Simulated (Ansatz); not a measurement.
# How strongly the parts of twisted 2H-MoTe2/1T-TiSe2 bilayer, 21.79° (42 atoms) bind, part 2 of 3

How much energy holds the two parts of twisted 2H-MoTe2/1T-TiSe2 bilayer, 21.79° (42 atoms) together, how does it fall off with distance, and how much does it hang on the functional?

Ansatz 0.2.0; Kohn-Sham DFT, PBE+D3(BJ), PAW (set soft_2, large core), plane waves.

The cell: 7 Mo, 14 Te, 7 Ti and 14 Se. The main run has no spin polarisation. No spin–orbit coupling is included.

So far. Step 2 (Single point at the start): The r.m.s. force at the start is 0.12 eV/Å. Step 3 (Relaxation): The relaxation converged after 3 steps, 0.0774 eV below its start, with a largest force component of 0.027 eV/Å.

**4. Single point at the relaxed geometry**

The electronic structure is read at the final geometry, in a run of its own.

File input.yaml:

```yaml
crystal:
  lattice:
    - [9.3395, 0.0, 0.0]
    - [-4.66975, 8.08824, 0.0]
    - [0.0, 0.0, 26.04]
  atoms:
    - { symbol: Mo, position: [0.19029, 0.23993, 0.37666] }
    - { symbol: Te, position: [0.23919, 0.05024, 0.44556] }
    - { symbol: Te, position: [0.23919, 0.04907, 0.30755] }
    - { symbol: Mo, position: [0.3333, 0.66692, 0.37666] }
    - { symbol: Te, position: [0.38004, 0.47714, 0.44652] }
    - { symbol: Te, position: [0.38106, 0.47682, 0.30718] }
    [... 30 atom lines left out ...]
    - { symbol: Ti, position: [0.71435, 0.57113, 0.6322] }
    - { symbol: Se, position: [0.95153, 0.76082, 0.69218] }
    - { symbol: Se, position: [0.90407, 0.52354, 0.57312] }
    - { symbol: Ti, position: [0.85691, 0.28564, 0.63227] }
    - { symbol: Se, position: [0.0951, 0.47576, 0.69218] }
    - { symbol: Se, position: [0.05003, 0.23913, 0.57433] }
kpoints:
  mp_grid: { grid: [3, 3, 1] }
hamiltonian:
  xc: pbe
  dispersion: d3bj
  pseudopotentials: { kind: paw, core: large }
scf:
  occupations: { method: fermi_dirac, width: 0.05 }
output:
  forces: true
  populations: true
  dos:
    method: { smearing: { sigma: 0.08 } }
    de: 0.1
    projected:
      site_lists:
        Mo: [Mo]
        Se: [Se]
        Te: [Te]
        Ti: [Ti]
        layer_1: [0, 1, 2, 3, 4, 5, 6, 7, 8, 9, 10, 11, 12, 13, 14, 15, 16, 17, 18, 19, 20]
        layer_2: [21, 22, 23, 24, 25, 26, 27, 28, 29, 30, 31, 32, 33, 34, 35, 36, 37, 38, 39, 40, 41]
  eigenvalues: true
  write_density: true
  write_potential: true
  volumetric_format: npy
  elf: true
```

Launch:

```bash
$ ansatz run input.yaml --threads 8 --pin off --max-ram 31232MiB --backend cpu --events-out ev --progress --plain --runs-dir out
```

Numbers of over 12 decimals in the logs are rounded to 6 here.

Log:

```text
[...]
Crystal: 42 atoms, lattice volume = 1967.065 Å³
Basis set: ecut = 420 eV, 38463 PW (Γ), exchange–correlation on 128×128×360 points (8 copies of the dense FFT grid, shifted against one another)
Bands: 217, of which v1, the nominal top of the filled ones, is band 175 counted from 1 (174 counted from 0)
Symmetry: 1 space group operations
[...]
k-points: 5 of 9 (time reversal used)
[...]
SCF iter   1: F=—  HF=-157570.477427 eV  |F-HF|=—  |Δ(HF+E_count)|=         —  Δρ=3.60e-2  dr2=1.13e2  ethr=3.10e-3  ⟨swp⟩=7.4  Hψ=5290  notcnv=0  defer=29
[...]
SCF iter  17: F=-157561.032745 eV  HF=-157561.032745 eV  |F-HF|=3.92e-8  |Δ(HF+E_count)|=   7.43e-8  Δρ=5.54e-7  dr2=6.51e-9  ethr=2.86e-11  ⟨swp⟩=11.0  Hψ=7184  notcnv=0
SCF 1 converged in 17 iterations: F = -157561.032745 eV  dr2 = 6.51e-9
[...]
SCF converged after 17 iterations
Free energy (F): -157561.032745 eV
[...]
Internal energy: -157560.953904 eV  (E = F + TS)
E sigma→0 (E₀):  -157560.993325 eV
Entropy (-TS):   -0.078841 eV (-1.877 meV/atom)
Fermi energy:    1.959241 eV
[...]
--- Forces (eV/Å), atoms counted from 1 ---
  atom   1  Mo    -0.00146670     0.00111613     0.00322514
  atom   2  Te     0.00130098     0.00105192    -0.00217449
  atom   3  Te    -0.00059645     0.00124192     0.00337753
  atom   4  Mo    -0.00055273    -0.00091225    -0.02426702
  atom   5  Te    -0.00025280     0.00246541    -0.01582025
  atom   6  Te    -0.00009653    -0.00203054     0.00492039
  atom   7  Mo     0.00213325    -0.00383537     0.01364160
  atom   8  Te    -0.00336482    -0.00234193    -0.01598938
  atom   9  Te     0.00153056     0.00107691     0.00460895
  atom  10  Mo    -0.00184826    -0.00337913     0.01739480
  atom  11  Te    -0.00217084    -0.00017578     0.00206913
  atom  12  Te    -0.00033425    -0.00058723     0.00582159
  atom  13  Mo     0.00078599    -0.00260489     0.00441640
  atom  14  Te    -0.00026398    -0.00232298    -0.00162870
[...]
atom  41  Se    -0.00189520     0.00530259    -0.00605660
  atom  42  Se     0.00366577     0.00161774    -0.00010566
  max |Σ_I F_I| component: 9.39e-6 eV/Å
--- Band table (eV; the first three rows and the last of 5) ---
[...]
--- Löwdin populations: 42 sites ---
  site symbol       q [e]
     0     Mo     14.0379
     1     Te      5.8515
     2     Te      5.8858
[...]
41     Se      6.3325
  spilling = 0.006934 (of n_electrons = 350.000000)
```

It took 3.4 min on 8 threads of Arm Neoverse N1, shared host; peak memory 8.4 GiB.

The run gave:

```
free energy                             : -157561.0327 eV
free energy per atom                    : -3751.4532 eV/atom
SCF cycles                              : 17
r.m.s. force component                  : 0.00587 eV/Å
longest force                           : 0.02429 eV/Å
Fermi energy                            : 1.959 eV
levels partly filled by over 2 per cent : 7
spilling of the projection              : 0.006934
```

Löwdin charges by element (they lack the spilled electrons, 0.058 e an atom on average):

| element | coordination | atoms | mean charge (e) | spread | least | most |
| --- | --- | --- | --- | --- | --- | --- |
| Mo | all | 7 | -0.0374 | 9.0e-4 | -0.0388 | -0.0364 |
| Se | all | 14 | -0.325 | 0.0145 | -0.347 | -0.310 |
| Te | all | 14 | 0.130 | 0.0143 | 0.114 | 0.149 |
| Ti | all | 7 | 0.774 | 0.0014 | 0.772 | 0.776 |

By region:

| region | atoms | mean length of the force (eV/Å) |
| --- | --- | --- |
| layer 1 | 21 | 0.009 |
| layer 2 | 21 | 0.009 |

States in the cell by windows of 1 eV, zero at the Fermi level; the larger projections on atomic orbitals stand beside the total:

| from (eV) | to (eV) | total | layer 2 | layer 1 | Se p | Te p | Ti d | Mo d |
| --- | --- | --- | --- | --- | --- | --- | --- | --- |
| -18 | -14 | 0.0 | 0.0 | 0.0 | 0.0 | 0.0 | 0.0 | 0.0 |
| -14 | -13 | 4.2 | 4.2 | 0.0 | 0.1 | 0.0 | 0.0 | 0.0 |
| -13 | -12 | 26.5 | 23.6 | 2.9 | 0.4 | 0.2 | 1.4 | 0.0 |
| -12 | -11 | 9.6 | 0.1 | 9.5 | 0.0 | 0.5 | 0.0 | 0.4 |
| -11 | -10 | 15.6 | 0.1 | 15.5 | 0.0 | 0.5 | 0.0 | 1.7 |
| -10 | -6 | 0.0 | 0.0 | 0.0 | 0.0 | 0.0 | 0.0 | 0.0 |
| -6 | -5 | 6.2 | 1.4 | 4.7 | 1.0 | 3.4 | 0.2 | 0.7 |
| -5 | -4 | 31.7 | 15.9 | 15.4 | 12.4 | 10.6 | 2.1 | 3.9 |
| -4 | -3 | 30.9 | 14.4 | 16.2 | 10.9 | 10.3 | 2.6 | 4.3 |
| -3 | -2 | 50.0 | 29.7 | 19.8 | 20.3 | 11.1 | 8.6 | 8.0 |
| -2 | -1 | 39.1 | 16.1 | 22.4 | 13.3 | 11.9 | 2.3 | 9.8 |
| -1 | 0 | 23.8 | 5.4 | 18.0 | 3.7 | 7.6 | 1.6 | 9.9 |
| 0 | 1 | 14.3 | 13.6 | 0.4 | 2.4 | 0.1 | 11.0 | 0.3 |

The curve was stored every 0.10 eV, coarse against its broadening of 0.08 eV, so these counts are rough.

About 112 of the 350 electrons lie in deeper levels, below the stored range.

The levels nearest the highest filled one (over half full), pooled over k-points and spins:

| level less the highest filled one (eV) | occupation |
| --- | --- |
| -0.213 | 2.00 |
| -0.213 | 2.00 |
| -0.171 | 1.99 |
| -0.171 | 1.99 |
| -0.171 | 1.99 |
| 0 | 1.74 |
| 0.157 | 0.445 |
| 0.158 | 0.443 |
| 0.158 | 0.442 |
| 0.177 | 0.325 |
| 0.177 | 0.325 |
| 0.177 | 0.324 |

Planar average of the electrostatic potential energy along the normal, with the Fermi level as zero, after a running mean with a triangular window 4 Å wide at its base:

| height (Å) | potential energy (eV) |
| --- | --- |
| 0.0 | 5.05 |
| 0.7 | 5.02 |
| 1.4 | 4.99 |
| 2.2 | 4.96 |
| 2.9 | 4.93 |
| 3.8 | 4.89 |
| 4.5 | 4.82 |
| 5.2 | 4.53 |
| 5.9 | 3.28 |
| 6.7 | 0.73 |
| 7.4 | -2.55 |
| 8.1 | -5.68 |
| 8.8 | -7.71 |
| 9.5 | -8.79 |
| 10.4 | -8.39 |
| 11.1 | -6.95 |
| 11.9 | -4.33 |
| 12.6 | -1.49 |
| 13.3 | -0.53 |
| 14.0 | -2.04 |
| 14.8 | -5.25 |
| 15.5 | -7.18 |
| 16.3 | -7.95 |
| 17.1 | -7.54 |
| 17.8 | -6.41 |
| 18.5 | -3.32 |
| 19.2 | 0.64 |
| 20.0 | 3.66 |
| 20.7 | 5.02 |
| 21.4 | 5.21 |
| 22.1 | 5.20 |
| 23.0 | 5.17 |
| 23.7 | 5.14 |
| 24.4 | 5.11 |
| 25.2 | 5.08 |
| 25.9 | 5.05 |

ELF in the ca plane at fractional y = 0.048, with atoms of Te and Se within 0.2 Å of it. It is the smooth field of the valence electrons, not physical close to the nuclei.

Values, 13 rows by 16 columns, each cell a mean:
```
0.28 0.36 0.53 0.37 0.05 0.23 0.22 0.36 0.47 0.48 0.16 0.01 0.00 0.00 0.00 0.00
0.28 0.41 0.74 0.56 0.05 0.09 0.12 0.35 0.66 0.77 0.61 0.11 0.00 0.00 0.00 0.00
0.42 0.34 0.54 0.30 0.02 0.05 0.09 0.48 0.35 0.56 0.73 0.17 0.01 0.00 0.00 0.00
0.21 0.20 0.29 0.12 0.17 0.57 0.49 0.38 0.73 0.78 0.49 0.07 0.00 0.00 0.00 0.00
0.32 0.40 0.60 0.39 0.44 0.69 0.72 0.28 0.28 0.22 0.06 0.00 0.00 0.00 0.00 0.00
0.28 0.38 0.69 0.42 0.47 0.61 0.69 0.30 0.23 0.16 0.03 0.00 0.00 0.00 0.00 0.00
0.62 0.45 0.42 0.17 0.24 0.72 0.58 0.19 0.59 0.57 0.18 0.01 0.00 0.00 0.00 0.00
0.61 0.42 0.37 0.15 0.03 0.20 0.17 0.28 0.55 0.60 0.19 0.01 0.00 0.00 0.00 0.00
0.29 0.51 0.70 0.70 0.17 0.64 0.45 0.20 0.24 0.19 0.03 0.00 0.00 0.00 0.00 0.00
0.36 0.52 0.47 0.76 0.35 0.84 0.74 0.21 0.36 0.29 0.07 0.01 0.00 0.00 0.00 0.00
0.37 0.57 0.49 0.80 0.28 0.78 0.69 0.27 0.64 0.63 0.23 0.02 0.00 0.00 0.00 0.00
0.31 0.41 0.58 0.46 0.08 0.34 0.29 0.30 0.48 0.50 0.13 0.01 0.00 0.00 0.00 0.00
0.26 0.21 0.17 0.08 0.03 0.17 0.28 0.58 0.20 0.14 0.02 0.00 0.00 0.00 0.00 0.00
```
Columns run along c (16.0 Å, from fractional 0.36 to 0.97 of the cell), rows up along a (9.3 Å). Atoms in or near the plane, at fractional coordinates: Te at (0.45, 0.24), Se at (0.69, 0.81).

Electrostatic potential energy in the ca plane at fractional y = 0.048, with atoms of Te and Se within 0.2 Å of it. With pseudopotentials it is smooth inside the atoms' cores, unlike the true potential.

Values in eV, 13 rows by 16 columns, each cell a mean:
```
  3   3   0   4   6   5  -4 -18  -2   4   7   7   7   7   7   7
 -9  -4  -3   3   6   6   4   1 -21 -16   6   7   7   7   7   7
-22  -9   1   4   6   6   5   2 -32 -26   5   7   7   7   7   7
 -4   0   3   5   6   2   2   3 -11  -8   6   7   7   7   7   7
  4   3  -1   4   4 -25 -15   3   4   6   7   7   7   7   7   7
 -6  -2  -2   3   3 -29 -18   4   5   6   7   7   7   7   7   7
-32 -19   3   5   6  -2  -2   0   2   4   7   7   7   7   7   7
-32 -17   3   5   6   5  -3 -15  -1   4   7   7   7   7   7   7
 -4  -5 -16  -1   6   2  -3 -12   2   6   7   7   7   7   7   7
  1 -11 -19 -12   4 -11  -6   1   4   5   7   7   7   7   7   7
  2  -7 -24  -8   5  -4  -2   2   2   3   7   7   7   7   7   7
  4   3  -3   3   6   4  -3 -15   0   5   7   7   7   7   7   7
  5   5   4   5   6   5 -12 -33  -4   6   7   7   7   7   7   7
```
Columns run along c (16.0 Å, from fractional 0.36 to 0.97 of the cell; values clipped at the 3rd and 97th percentile), rows up along a (9.3 Å). Atoms in or near the plane, at fractional coordinates: Te at (0.45, 0.24), Se at (0.69, 0.81).

Levels near the Fermi energy are neither full nor empty under the smearing, so no gap is quoted. Mean Löwdin charges: Mo -0.04, Se -0.32, Te +0.13, Ti +0.77 e (they miss 0.69 % of the electrons, so they add up to more than the cell's charge). Just under the Fermi level the largest share is Mo d (52 % of the projected weight), just over it Ti d (75 % of the projected weight). The potential slopes across the vacuum by 0.041 eV/Å: the slab bears a dipole, and with periodic images along the normal there is no flat vacuum level to read.

**5. The lower part alone**

The lower part (layer 1) is solved alone, atoms held, in the same cell.

File input.yaml:

```yaml
crystal:
  lattice:
    - [9.3395, 0.0, 0.0]
    - [-4.66975, 8.08824, 0.0]
    - [0.0, 0.0, 26.04]
  atoms:
    - { symbol: Mo, position: [0.19029, 0.23993, 0.37666] }
    - { symbol: Te, position: [0.23919, 0.05024, 0.44556] }
    - { symbol: Te, position: [0.23919, 0.04907, 0.30755] }
    - { symbol: Mo, position: [0.3333, 0.66692, 0.37666] }
    - { symbol: Te, position: [0.38004, 0.47714, 0.44652] }
    - { symbol: Te, position: [0.38106, 0.47682, 0.30718] }
    [... 9 atom lines left out ...]
    - { symbol: Mo, position: [0.90437, 0.38245, 0.37698] }
    - { symbol: Te, position: [0.94995, 0.18941, 0.44555] }
    - { symbol: Te, position: [0.95115, 0.1906, 0.30754] }
    - { symbol: Mo, position: [0.04934, 0.80991, 0.37666] }
    - { symbol: Te, position: [0.09678, 0.62014, 0.44653] }
    - { symbol: Te, position: [0.09543, 0.61914, 0.30718] }
kpoints:
  mp_grid: { grid: [3, 3, 1] }
hamiltonian:
  xc: pbe
  dispersion: d3bj
  pseudopotentials: { kind: paw, core: large }
scf:
  occupations: { method: fermi_dirac, width: 0.05 }
output:
  forces: true
  eigenvalues: true
  write_density: true
  write_potential: true
  volumetric_format: npy
```

Log:

```text
[...]
Crystal: 21 atoms, lattice volume = 1967.065 Å³
Basis set: ecut = 420 eV, 38463 PW (Γ), exchange–correlation on 128×128×360 points (8 copies of the dense FFT grid, shifted against one another)
Bands: 112, of which v1, the nominal top of the filled ones, is band 91 counted from 1 (90 counted from 0)
Symmetry: 1 space group operations
[...]
k-points: 5 of 9 (time reversal used)
[...]
SCF iter   1: F=—  HF=-103941.023264 eV  |F-HF|=—  |Δ(HF+E_count)|=         —  Δρ=2.58e-2  dr2=1.75e1  ethr=3.10e-3  ⟨swp⟩=9.0  Hψ=2648  notcnv=0
[...]
SCF iter  16: F=-103936.361848 eV  HF=-103936.361848 eV  |F-HF|=1.05e-9  |Δ(HF+E_count)|=   6.18e-9  Δρ=3.22e-7  dr2=4.99e-9  ethr=5.49e-11  ⟨swp⟩=9.8  Hψ=3582  notcnv=0
SCF 1 converged in 16 iterations: F = -103936.361848 eV  dr2 = 4.99e-9
[...]
SCF converged after 16 iterations
Free energy (F): -103936.361848 eV
[...]
Internal energy: -103936.361839 eV  (E = F + TS)
E sigma→0 (E₀):  -103936.361844 eV
Entropy (-TS):   -0.000009 eV (-0.000 meV/atom)
Fermi energy:    -0.379777 eV
[...]
--- Forces (eV/Å), atoms counted from 1 ---
  atom   1  Mo     0.02088682    -0.01490877    -0.01912073
  atom   2  Te     0.00184344    -0.08213099     0.10848412
  atom   3  Te     0.00092748     0.00250431     0.00081261
  atom   4  Mo    -0.00057984    -0.00078919     0.01953481
  atom   5  Te     0.04983347    -0.04105865    -0.05055327
  atom   6  Te     0.00182277    -0.00196715     0.00506482
  atom   7  Mo    -0.01148947    -0.00179265    -0.02955312
  atom   8  Te     0.00956340     0.06340759    -0.05047319
  atom   9  Te     0.00049494     0.00269852     0.00473648
  atom  10  Mo     0.00671395     0.00736621    -0.02571796
  atom  11  Te    -0.00246188     0.00011283    -0.07525512
  atom  12  Te    -0.00034089    -0.00059738     0.00500013
  atom  13  Mo     0.00353802     0.02471457    -0.01814672
  atom  14  Te    -0.07233684     0.03881414     0.11032418
[...]
atom  20  Te    -0.06044375    -0.02086759    -0.05213079
  atom  21  Te    -0.00173109    -0.00157774     0.00573144
  max |Σ_I F_I| component: 2.31e-5 eV/Å
--- Band table (eV; the first three rows and the last of 5) ---
[...]
```

It took 66 s on 8 threads; peak memory 4.7 GiB; 8.6 min of CPU time.

**6. The upper part alone**

The upper part (layer 2) is solved alone in the same way.

input.yaml, the sections that differ from step 5:

```yaml
crystal:
  lattice:
    - [9.3395, 0.0, 0.0]
    - [-4.66975, 8.08824, 0.0]
    - [0.0, 0.0, 26.04]
  atoms:
    - { symbol: Ti, position: [0.14249, 0.71298, 0.63292] }
    - { symbol: Se, position: [0.38075, 0.90488, 0.69216] }
    - { symbol: Se, position: [0.33325, 0.66655, 0.57307] }
    - { symbol: Ti, position: [0.99992, 1.0e-05, 0.63268] }
    - { symbol: Se, position: [0.23909, 0.19054, 0.69215] }
    - { symbol: Se, position: [0.189, 0.94971, 0.57431] }
    [... 9 atom lines left out ...]
    - { symbol: Ti, position: [0.71435, 0.57113, 0.6322] }
    - { symbol: Se, position: [0.95153, 0.76082, 0.69218] }
    - { symbol: Se, position: [0.90407, 0.52354, 0.57312] }
    - { symbol: Ti, position: [0.85691, 0.28564, 0.63227] }
    - { symbol: Se, position: [0.0951, 0.47576, 0.69218] }
    - { symbol: Se, position: [0.05003, 0.23913, 0.57433] }
# kpoints, hamiltonian, scf, output: as in step 5
```

Log:

```text
[...]
Crystal: 21 atoms, lattice volume = 1967.065 Å³
Basis set: ecut = 420 eV, 38463 PW (Γ), exchange–correlation on 128×128×360 points (8 copies of the dense FFT grid, shifted against one another)
Bands: 105, of which v1, the nominal top of the filled ones, is band 84 counted from 1 (83 counted from 0)
Symmetry: 1 space group operations
[...]
k-points: 5 of 9 (time reversal used)
[...]
SCF iter   1: F=—  HF=-53626.009628 eV  |F-HF|=—  |Δ(HF+E_count)|=         —  Δρ=2.44e-2  dr2=1.43e1  ethr=3.10e-3  ⟨swp⟩=8.0  Hψ=2599  notcnv=0
[...]
SCF iter   9: F=—  HF=-53622.521443 eV  |F-HF|=—  |Δ(HF+E_count)|=   1.21e-6  Δρ=1.84e-6  dr2=2.13e-7  ethr=7.89e-10  ⟨swp⟩=3.6  Hψ=1040  notcnv=0
SCF iter  10: F=-53622.521443 eV  HF=-53622.521443 eV  |F-HF|=4.77e-8  |Δ(HF+E_count)|=   1.50e-7  Δρ=6.19e-7  dr2=1.15e-8  ethr=5.95e-11  ⟨swp⟩=14.6  Hψ=4514  notcnv=0
SCF 1 converged in 10 iterations: F = -53622.521443 eV  dr2 = 1.15e-8
[...]
SCF converged after 10 iterations
Free energy (F): -53622.521443 eV
[...]
Internal energy: -53622.460611 eV  (E = F + TS)
E sigma→0 (E₀):  -53622.491027 eV
Entropy (-TS):   -0.060832 eV (-2.897 meV/atom)
Fermi energy:    -2.227267 eV
[...]
Σ components = -53622.521443   (vs F -53622.521443, Δ=0.00e0)
--- Forces (eV/Å), atoms counted from 1 ---
  atom   1  Ti     0.00286108    -0.01202613     0.06280820
  atom   2  Se    -0.00832582     0.00400921    -0.02493753
  atom   3  Se    -0.00041798    -0.00123438     0.06932648
  atom   4  Ti     0.00308658    -0.00315068     0.17070357
[...]
atom  21  Se    -0.07093453    -0.04777646    -0.18141306
  max |Σ_I F_I| component: 3.45e-5 eV/Å
--- Band table (eV; the first three rows and the last of 5) ---
[...]
```

It took 49 s on 8 threads; peak memory 4.5 GiB.

The whole (-157561.033 eV) less the lower (-103936.362 eV) and the upper part (-53622.521 eV) leaves -2.149 eV.

**7. Upper part moved by +0.3 Å**

Moving the upper part rigidly maps the well in which it sits.

File input.yaml:

```yaml
crystal:
  lattice:
    - [9.3395, 0.0, 0.0]
    - [-4.66975, 8.08824, 0.0]
    - [0.0, 0.0, 26.04]
  atoms:
    - { symbol: Mo, position: [0.19029, 0.23993, 0.37666] }
    - { symbol: Te, position: [0.23919, 0.05024, 0.44556] }
    - { symbol: Te, position: [0.23919, 0.04907, 0.30755] }
    - { symbol: Mo, position: [0.3333, 0.66692, 0.37666] }
    - { symbol: Te, position: [0.38004, 0.47714, 0.44652] }
    - { symbol: Te, position: [0.38106, 0.47682, 0.30718] }
    [... 30 atom lines left out ...]
    - { symbol: Ti, position: [0.71435, 0.57113, 0.64372] }
    - { symbol: Se, position: [0.95153, 0.76082, 0.7037] }
    - { symbol: Se, position: [0.90407, 0.52354, 0.58464] }
    - { symbol: Ti, position: [0.85691, 0.28564, 0.64379] }
    - { symbol: Se, position: [0.0951, 0.47576, 0.7037] }
    - { symbol: Se, position: [0.05003, 0.23913, 0.58585] }
kpoints:
  mp_grid: { grid: [3, 3, 1] }
hamiltonian:
  xc: pbe
  dispersion: d3bj
  pseudopotentials: { kind: paw, core: large }
scf:
  occupations: { method: fermi_dirac, width: 0.05 }
output:
  forces: true
  eigenvalues: true
```

Log:

```text
[...]
Crystal: 42 atoms, lattice volume = 1967.065 Å³
Basis set: ecut = 420 eV, 38463 PW (Γ), exchange–correlation on 128×128×360 points (8 copies of the dense FFT grid, shifted against one another)
Bands: 217, of which v1, the nominal top of the filled ones, is band 175 counted from 1 (174 counted from 0)
Symmetry: 1 space group operations
[...]
k-points: 5 of 9 (time reversal used)
[...]
SCF iter   1: F=—  HF=-157570.354582 eV  |F-HF|=—  |Δ(HF+E_count)|=         —  Δρ=3.61e-2  dr2=1.11e2  ethr=3.10e-3  ⟨swp⟩=7.0  Hψ=5092  notcnv=0  defer=45
[...]
SCF iter  10: F=—  HF=-157560.902790 eV  |F-HF|=—  |Δ(HF+E_count)|=   5.09e-5  Δρ=9.05e-5  dr2=5.15e-4  ethr=3.69e-7  ⟨swp⟩=2.4  Hψ=1405  notcnv=0  defer=6
[...]
SCF iter  15: F=—  HF=-157560.903598 eV  |F-HF|=—  |Δ(HF+E_count)|=   3.35e-7  Δρ=1.82e-6  dr2=1.14e-7  ethr=4.60e-10  ⟨swp⟩=2.2  Hψ=1319  notcnv=0  defer=6
SCF iter  16: F=-157560.903598 eV  HF=-157560.903598 eV  |F-HF|=2.71e-8  |Δ(HF+E_count)|=   1.36e-7  Δρ=1.11e-6  dr2=6.09e-8  ethr=2.86e-11  ⟨swp⟩=12.4  Hψ=4349  notcnv=0
SCF 1 converged in 16 iterations: F = -157560.903598 eV  dr2 = 6.09e-8
[...]
SCF converged after 16 iterations
Free energy (F): -157560.903598 eV
[...]
Internal energy: -157560.821530 eV  (E = F + TS)
E sigma→0 (E₀):  -157560.862564 eV
Entropy (-TS):   -0.082067 eV (-1.954 meV/atom)
Fermi energy:    1.951740 eV
[...]
Σ components = -157560.903598   (vs F -157560.903598, Δ=0.00e0)
--- Forces (eV/Å), atoms counted from 1 ---
  atom   1  Mo     0.01208984    -0.00560681    -0.00077617
  atom   2  Te     0.00184604    -0.04759436     0.15444324
  atom   3  Te     0.00021708     0.00186254     0.00117407
  atom   4  Mo    -0.00056099    -0.00084491     0.00911016
[...]
atom  42  Se    -0.04002013    -0.02644099    -0.17458327
  max |Σ_I F_I| component: 6.53e-5 eV/Å
--- Band table (eV; the first three rows and the last of 5) ---
[...]
```

Run time: 2.1 min. Hardware: 8 threads; peak memory 8.4 GiB.

Upper part moved by +0.3 Å: the energy stands 0.129 eV above that of the reference.

**8. Upper part moved by -0.3 Å**

Another point of the curve.

Input and log are left out; they have the form of those shown for this kind of step.

The job ended after 2.2 min (8 threads of Arm Neoverse N1, shared host; peak memory 8.4 GiB).

Upper part moved by -0.3 Å: the energy stands 0.228 eV above that of the reference.

**9. Upper part moved by +0.8 Å**

Another point of the curve.

Input and log are left out; they have the form of those shown for this kind of step.

Elapsed: 2 min, on 8 threads of Arm Neoverse N1, shared host; peak memory 8.4 GiB.

Upper part moved by +0.8 Å: the energy stands 0.573 eV above that of the reference.

(Part 2 of 3 ends here.)

[Logs are printed without paths, hosts, clocks, repeated set-up lines and the standing remarks that a program may print on its own settings, such as how far it seeks lower states.]

[Hosts, paths, dates, database ids (printed as entryN), source tags and the programs' standing remarks are cut or masked in the printed files.]
